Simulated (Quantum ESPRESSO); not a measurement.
# BP (F-43m): phonons against volume, part 2 of 8

Wanted: mode Grüneisen parameters of BP and a free-energy fit over volumes.

What experiment has found for this phase:
- volume expansion coefficient 9.6 1e-6/K near room temperature (given in “Thermal expansion coefficients of high thermal conducting BAs and BP materials (three times its linear coefficient)”, 2019, arxiv:1906.04101)

Quantum ESPRESSO 7.5; DFT LDA, scalar-relativistic, plane waves, GBRV ultrasoft pseudopotentials.

So far. Step 2 (A first coarse run): The start is under -4.8 GPa at this level and looks like an insulator or semiconductor on this mesh.

## Step 3: Relaxation

The vibrations must be taken about the equilibrium of this functional, not about the starting cell, so the structure is relaxed.

relax.in

```
 &control
    calculation='vc-relax',
    prefix='x',
    outdir='./tmp',
    pseudo_dir='./pseudo',
    tprnfor=.true.,
    tstress=.true.,
    forc_conv_thr=2.0d-05,
    etot_conv_thr=1.0d-07,
    nstep=40,
 /
 &system
    ibrav=0,
    nat=2,
    ntyp=2,
    ecutwfc=40.0,
    ecutrho=240.0,
    occupations='fixed',
    nbnd=6,
 /
 &electrons
    conv_thr=1.0d-11,
    mixing_beta=0.7,
    electron_maxstep=100,
 /
 &ions
 /
 &cell
    press_conv_thr=0.1,
 /
ATOMIC_SPECIES
 B      10.8100  B.upf
 P      30.9738  P.upf
CELL_PARAMETERS angstrom
     0.000000000    2.269000000    2.269000000
     2.269000000    0.000000000    2.269000000
     2.269000000    2.269000000    0.000000000
ATOMIC_POSITIONS crystal
 B      0.000000000   0.000000000   0.000000000
 P      0.250000000   0.250000000   0.250000000
K_POINTS automatic
 10 10 10 0 0 0
```

Launch:

```console
OMP_NUM_THREADS=1 mpirun -n 4 pw.x -nk 4 -in relax.in > relax.out
```

The program printed:

```text
[banner, memory and clock lines left out]
Program PWSCF v.7.5

     Message from routine setup:
     using ibrav=0 with symmetry is DISCOURAGED, use correct ibrav instead

     G-vector sticks info

     bravais-lattice index     =            0
     lattice parameter (alat)  =       6.0638  a.u.
     unit-cell volume          =     157.6631 (a.u.)^3
     number of atoms/cell      =            2
     number of atomic types    =            2
     number of electrons       =         8.00
     number of Kohn-Sham states=            6
     kinetic-energy cutoff     =      40.0000  Ry
     charge density cutoff     =     240.0000  Ry
     scf convergence threshold =      1.0E-11
     mixing beta               =       0.7000
     number of iterations used =            8  plain     mixing
     energy convergence thresh.=      1.0E-07
     force convergence thresh. =      2.0E-05
     press convergence thresh. =      1.0E-01
     Exchange-correlation=  SLA  PZ   NOGX NOGC
                           (   1   1   0   0   0   0   0)
     nstep                     =           40

     celldm(1)=   6.063849  celldm(2)=   0.000000  celldm(3)=   0.000000
     celldm(4)=   0.000000  celldm(5)=   0.000000  celldm(6)=   0.000000

     crystal axes: (cart. coord. in units of alat)
               a(1) = (   0.000000   0.707107   0.707107 )
               a(2) = (   0.707107   0.000000   0.707107 )
               a(3) = (   0.707107   0.707107   0.000000 )

     reciprocal axes: (cart. coord. in units 2 pi/alat)
               b(1) = ( -0.707107  0.707107  0.707107 )
               b(2) = (  0.707107 -0.707107  0.707107 )
               b(3) = (  0.707107  0.707107 -0.707107 )

     PseudoPot. # 1 for B  read from file:
     ./pseudo/B.upf
     Pseudo is Ultrasoft + core correction, Zval =  3.0
     Using radial grid of  781 points,  4 beta functions with:
                l(1) =   0
                l(2) =   0
                l(3) =   1
                l(4) =   1
     Q(r) pseudized with  8 coefficients,  rinner =    1.100   1.100   1.100

     PseudoPot. # 2 for P  read from file:
     ./pseudo/P.upf
     Pseudo is Ultrasoft + core correction, Zval =  5.0
     Using radial grid of  903 points,  6 beta functions with:
                l(1) =   0
                l(2) =   0
                l(3) =   1
                l(4) =   1
                l(5) =   2
                l(6) =   2
     Q(r) pseudized with  8 coefficients,  rinner =    1.300   1.300   1.300
                                                       1.300   1.300

     atomic species   valence    mass     pseudopotential
     B                 3.00    10.81000     B ( 1.00)
     P                 5.00    30.97380     P ( 1.00)

     24 Sym. Ops. (no inversion) found

   Cartesian axes

     site n.     atom                  positions (alat units)
         1        B      tau(   1) = (   0.0000000   0.0000000   0.0000000  )
         2        P      tau(   2) = (   0.3535534   0.3535534   0.3535534  )

     number of k points=    47
                       cart. coord. in units 2pi/alat
        k(    1) = (   0.0000000   0.0000000   0.0000000), wk =   0.0020000
        k(    2) = (   0.0707107   0.0707107  -0.0707107), wk =   0.0160000
        k(    3) = (   0.1414214   0.1414214  -0.1414214), wk =   0.0160000
        k(    4) = (   0.2121320   0.2121320  -0.2121320), wk =   0.0160000
        k(    5) = (   0.2828427   0.2828427  -0.2828427), wk =   0.0160000
        k(    6) = (  -0.3535534  -0.3535534   0.3535534), wk =   0.0080000
        k(    7) = (   0.1414214  -0.0000000   0.0000000), wk =   0.0120000
        k(    8) = (   0.2121320   0.0707107  -0.0707107), wk =   0.0480000
        k(    9) = (   0.2828427   0.1414214  -0.1414214), wk =   0.0480000
        k(   10) = (   0.3535534   0.2121320  -0.2121320), wk =   0.0480000
        k(   11) = (  -0.2828427  -0.4242641   0.4242641), wk =   0.0480000
        k(   12) = (  -0.2121320  -0.3535534   0.3535534), wk =   0.0480000
        k(   13) = (  -0.1414214  -0.2828427   0.2828427), wk =   0.0480000
        k(   14) = (  -0.0707107  -0.2121320   0.2121320), wk =   0.0480000
        k(   15) = (   0.0000000  -0.1414214   0.1414214), wk =   0.0240000
        k(   16) = (   0.2828427  -0.0000000   0.0000000), wk =   0.0120000
[...]
Dense  grid:     9841 G-vectors     FFT dimensions: (  30,  30,  30)

     Smooth grid:     5329 G-vectors     FFT dimensions: (  25,  25,  25)

     Initial potential from superposition of free atoms

     starting charge       7.9996, renormalised to       8.0000
     Starting wfcs are    8 randomized atomic wfcs

     per-process dynamical memory:    16.3 Mb

     Self-consistent Calculation

     iteration #  1     ecut=    40.00 Ry     beta= 0.70
     Davidson diagonalization with overlap
     ethr =  1.00E-02,  avg # of iterations =  3.1

     total energy              =     -21.96986667 Ry
     estimated scf accuracy    <       0.16162255 Ry

     iteration #  2     ecut=    40.00 Ry     beta= 0.70
     Davidson diagonalization with overlap
     ethr =  2.02E-03,  avg # of iterations =  2.0

     total energy              =     -22.00445858 Ry
     estimated scf accuracy    <       0.02814759 Ry

     iteration #  3     ecut=    40.00 Ry     beta= 0.70
     Davidson diagonalization with overlap
     ethr =  3.52E-04,  avg # of iterations =  2.1

     total energy              =     -22.00927592 Ry
     estimated scf accuracy    <       0.00036240 Ry

     iteration #  4     ecut=    40.00 Ry     beta= 0.70
     Davidson diagonalization with overlap
     ethr =  4.53E-06,  avg # of iterations =  5.8

     total energy              =     -22.00954889 Ry
     estimated scf accuracy    <       0.00015507 Ry

     iteration #  5     ecut=    40.00 Ry     beta= 0.70
     Davidson diagonalization with overlap
     ethr =  1.94E-06,  avg # of iterations =  2.4

     total energy              =     -22.00959744 Ry
     estimated scf accuracy    <       0.00000737 Ry

     iteration #  6     ecut=    40.00 Ry     beta= 0.70
     Davidson diagonalization with overlap
     ethr =  9.21E-08,  avg # of iterations =  5.2

     total energy              =     -22.00961506 Ry
     estimated scf accuracy    <       0.00000010 Ry

     iteration #  7     ecut=    40.00 Ry     beta= 0.70
     Davidson diagonalization with overlap
     ethr =  1.30E-09,  avg # of iterations =  6.3

     total energy              =     -22.00961532 Ry
     estimated scf accuracy    <       0.00000016 Ry

     iteration #  8     ecut=    40.00 Ry     beta= 0.70
     Davidson diagonalization with overlap
[...]
l(1) =   0
                l(2) =   0
                l(3) =   1
                l(4) =   1
                l(5) =   2
                l(6) =   2
     Q(r) pseudized with  8 coefficients,  rinner =    1.300   1.300   1.300
                                                       1.300   1.300

     atomic species   valence    mass     pseudopotential
     B                 3.00    10.81000     B ( 1.00)
     P                 5.00    30.97380     P ( 1.00)

     24 Sym. Ops. (no inversion) found

   Cartesian axes

     site n.     atom                  positions (alat units)
         1        B      tau(   1) = (   0.0000000   0.0000000   0.0000000  )
         2        P      tau(   2) = (   0.3500677   0.3500677   0.3500677  )

     number of k points=    47
                       cart. coord. in units 2pi/alat
[...]
k(   40) = (   0.0000000  -0.2856591   0.4284886), wk =   0.0480000
        k(   41) = (  -0.1428295  -0.5713181   0.7141477), wk =   0.0480000
        k(   42) = (  -0.0714148  -0.4999034   0.6427329), wk =   0.0960000
        k(   43) = (   0.0000000  -0.4284886   0.5713181), wk =   0.0480000
        k(   44) = (  -0.7141477   0.1428295  -0.0000000), wk =   0.0240000
        k(   45) = (  -0.1428295  -0.4284886   0.7141477), wk =   0.0480000
        k(   46) = (  -0.0714148  -0.3570738   0.6427329), wk =   0.0480000
        k(   47) = (  -0.7141477   0.2856591   0.0000000), wk =   0.0240000

     Dense  grid:     9577 G-vectors     FFT dimensions: (  30,  30,  30)

     Smooth grid:     5209 G-vectors     FFT dimensions: (  25,  25,  25)

     Initial potential from superposition of free atoms

     starting charge       7.9996, renormalised to       8.0000
     Starting wfcs are    8 randomized atomic wfcs

     per-process dynamical memory:    25.4 Mb

     Self-consistent Calculation

[...]
c_bands:  1 eigenvalues not converged
     c_bands:  1 eigenvalues not converged
     c_bands:  1 eigenvalues not converged
[...]
total energy              =     -22.01039663 Ry
[...]
iteration #  6     ecut=    40.00 Ry     beta= 0.70
     Davidson diagonalization with overlap
     ethr =  4.34E-09,  avg # of iterations =  6.4

     total energy              =     -22.01039770 Ry
     estimated scf accuracy    <       0.00000005 Ry

     iteration #  7     ecut=    40.00 Ry     beta= 0.70
     Davidson diagonalization with overlap
     ethr =  6.29E-10,  avg # of iterations =  2.2

     total energy              =     -22.01039770 Ry
     estimated scf accuracy    <          7.0E-09 Ry

     iteration #  8     ecut=    40.00 Ry     beta= 0.70
     Davidson diagonalization with overlap
     ethr =  8.70E-11,  avg # of iterations =  3.2

     total energy              =     -22.01039770 Ry
     estimated scf accuracy    <          9.7E-12 Ry

     iteration #  9     ecut=    40.00 Ry     beta= 0.70
     Davidson diagonalization with overlap
     ethr =  1.21E-13,  avg # of iterations =  9.2

     total energy              =     -22.01039770 Ry
     estimated scf accuracy    <          3.4E-11 Ry

     iteration # 10     ecut=    40.00 Ry     beta= 0.70
     Davidson diagonalization with overlap
     ethr =  1.21E-13,  avg # of iterations =  4.3

     total energy              =     -22.01039770 Ry
     estimated scf accuracy    <          5.7E-10 Ry

     iteration # 11     ecut=    40.00 Ry     beta= 0.70
     Davidson diagonalization with overlap
     ethr =  1.21E-13,  avg # of iterations =  4.0

     total energy              =     -22.01039770 Ry
     estimated scf accuracy    <          8.3E-13 Ry

     iteration # 12     ecut=    40.00 Ry     beta= 0.70
     Davidson diagonalization with overlap
     ethr =  1.00E-13,  avg # of iterations =  1.0

     total energy              =     -22.01039770 Ry
     estimated scf accuracy    <          1.4E-13 Ry

     iteration # 13     ecut=    40.00 Ry     beta= 0.70
     Davidson diagonalization with overlap
     ethr =  1.00E-13,  avg # of iterations =  1.0

     End of self-consistent calculation

          k = 0.0000 0.0000 0.0000 (   645 PWs)   bands (ev):

[...]
k = 0.1428-0.0000 0.0000 (   657 PWs)   bands (ev):

[...]
k = 0.2142 0.0714-0.0714 (   651 PWs)   bands (ev):

[...]
k = 0.2857 0.1428-0.1428 (   649 PWs)   bands (ev):

[...]
k = 0.3571 0.2142-0.2142 (   645 PWs)   bands (ev):

[...]
k = 0.0000-0.1428 0.1428 (   654 PWs)   bands (ev):

[...]
k = 0.2857-0.0000 0.0000 (   653 PWs)   bands (ev):

[...]
k = 0.3571 0.0714-0.0714 (   650 PWs)   bands (ev):

[...]
k = 0.4285 0.1428-0.1428 (   655 PWs)   bands (ev):

[...]
k = 0.0000-0.2857 0.2857 (   642 PWs)   bands (ev):

[...]
k = 0.4285 0.0000-0.0000 (   644 PWs)   bands (ev):

[...]
k = 0.4999 0.0714-0.0714 (   652 PWs)   bands (ev):

[...]
k = 0.5713-0.0000 0.0000 (   660 PWs)   bands (ev):

[...]
k =-0.7141 0.0000 0.0000 (   652 PWs)   bands (ev):

[...]
k = 0.2857 0.1428 0.0000 (   648 PWs)   bands (ev):

[...]
k = 0.3571 0.2142-0.0714 (   644 PWs)   bands (ev):

[...]
k =-0.2142-0.3571 0.4999 (   658 PWs)   bands (ev):

[...]
k = 0.4285 0.1428 0.0000 (   652 PWs)   bands (ev):

[...]
k =-0.2142-0.4999 0.6427 (   661 PWs)   bands (ev):

[...]
k =-0.1428-0.4285 0.5713 (   664 PWs)   bands (ev):

[...]
k =-0.0714-0.3571 0.4999 (   658 PWs)   bands (ev):

[...]
k = 0.0000-0.2857 0.4285 (   651 PWs)   bands (ev):

[...]
k =-0.1428-0.5713 0.7141 (   660 PWs)   bands (ev):

[...]
k =-0.0714-0.4999 0.6427 (   658 PWs)   bands (ev):

[...]
k = 0.0000-0.4285 0.5713 (   662 PWs)   bands (ev):

    -1.3665   1.4245   2.9523   5.4300  12.7021  16.6118

          k =-0.7141 0.1428-0.0000 (   662 PWs)   bands (ev):

    -1.1664   0.9390   4.6001   4.6299  11.7370  12.1316

          k =-0.1428-0.4285 0.7141 (   656 PWs)   bands (ev):

    -1.8708   1.9041   3.6019   4.9832  13.9582  15.0601

          k =-0.0714-0.3571 0.6427 (   656 PWs)   bands (ev):

    -1.2753   1.3960   3.3482   4.5952  14.2276  15.6659

          k =-0.7141 0.2857 0.0000 (   662 PWs)   bands (ev):

    -0.9902   1.2839   3.7131   3.8718  13.9610  14.8039

     highest occupied, lowest unoccupied level (ev):     9.4194   10.5700

!    total energy              =     -22.01039770 Ry
     estimated scf accuracy    <          3.3E-14 Ry

     The total energy is the sum of the following terms:
     one-electron contribution =       6.97390784 Ry
     hartree contribution      =       1.23247978 Ry
     xc contribution           =      -9.02460887 Ry
     ewald contribution        =     -21.19217645 Ry

     convergence has been achieved in  13 iterations

     Forces acting on atoms (cartesian axes, Ry/au):

     atom    1 type  1   force =     0.00000000    0.00000000    0.00000000
     atom    2 type  2   force =     0.00000000    0.00000000    0.00000000

     Total force =     0.000000     Total SCF correction =     0.000000

     Computing stress (Cartesian axis) and pressure

          total   stress  (Ry/bohr**3)                   (kbar)     P=       -0.10
  -0.00000069   0.00000000  -0.00000000           -0.10        0.00       -0.00
   0.00000000  -0.00000069   0.00000000            0.00       -0.10        0.00
  -0.00000000   0.00000000  -0.00000069           -0.00        0.00       -0.10

     XML data file, charge density, pseudopotentials, collected wavefunctions
```

Run time: 5.5 s. Hardware: 4 MPI ranks of Arm Neoverse V2, shared host; 22 s of CPU time.

The steps of the relaxation:

```tsv
step	energy less that of the first step (eV)	largest force (eV/Å)	volume (Å³)
1	0.0000	0.0000	23.36
2	-0.0105	0.0000	22.78
3	-0.0108	0.0000	22.67
4	-0.0108	0.0000	22.68
5	-0.0106	0.0000	22.68
```

```tsv
conventional cell, symmetrised	before	after	change
a (Å)	4.538	4.493	-1.0 %
b (Å)	4.538	4.493	-1.0 %
c (Å)	4.538	4.493	-1.0 %
volume (Å³/atom)	11.68	11.34	-2.9 %
```

The relaxed structure:

```
B P
1.0
     0.00000    2.24663    2.24663
     2.24663    0.00000    2.24663
     2.24663    2.24663    0.00000
B P
1 1
Direct
  0.00000 0.00000 0.00000
  0.25000 0.25000 0.25000
```

This step gave:

* volume per atom: 11.34 Å³
* pressure: -0.01 GPa
* gap on the k-mesh: 1.151 eV

After the last step pw.x solved the final cell once more on a basis chosen for it, which moves the energy without moving the atoms.

(Part 2 of 8 ends here.)

[Logs are printed without paths, hosts, clocks, repeated set-up lines and the standing remarks that a program may print on its own settings, such as how far it seeks lower states.]

[Hosts, paths, dates, database ids (printed as entryN), source tags and the programs' standing remarks are cut or masked in the printed files.]

[A step with changed settings may run another functional than the one named; its input shows which.]

[Of the runs on displaced cells, only some may be shown.]
